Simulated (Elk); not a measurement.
Planning a run of Elk 11.2.3 (patched build) on MgS (Niningerite). The input:

```
tasks
  185
  186
  187

xctype
  20

rgkmax
  8.5

gmaxvr
  18.0

lmaxapw
  10

lmaxo
  8

nxlo
  2

lorbcnd
  .true.

autolinengy
  .true.

tshift
  .false.

ngridk
  6 6 6

vkloff
  0.05 0.15 0.25

nempty
  10

swidth
  0.00551

scissor
  0.05539

gmaxrf
  2.5

wplot
  284 100 0
  0.0 0.5227

optcomp
  1 1
  2 2
  3 3

nvbse
  2

ncbse
  2

sppath
  './'

avec
  0.0000000000 4.9164059721 4.9164059721
  4.9164059721 0.0000000000 4.9164059721
  4.9164059721 4.9164059721 0.0000000000

atoms
  2
  'Mg.in'
  1
  0.0000000000 0.0000000000 0.0000000000
  'S.in'
  1
  0.5000000000 0.5000000000 0.5000000000
```

```sh
OMP_NUM_THREADS=4 elk > log
```

How long will it take on 4 threads of Arm Neoverse V1, shared host, and how much memory?

It took 4.7 min; on shared hardware allow 2.3 min to 9.3 min. Peak host memory was 0.14 GiB.

The kernel grows as the square of the matrix size, and full diagonalisation as its cube.

[Paths, hosts, dates, memory and timing lines, banners, echoed tables and standing remarks are left out of the program output.]

[Logs are printed without paths, hosts, clocks, repeated set-up lines and the standing remarks that a program may print on its own settings, such as how far it seeks lower states.]

[Runs of the session that timed out or met a known fault of the program may be left out.]

[Hosts, paths, dates, database ids (printed as entryN), source tags and the programs' standing remarks are cut or masked in the printed files.]
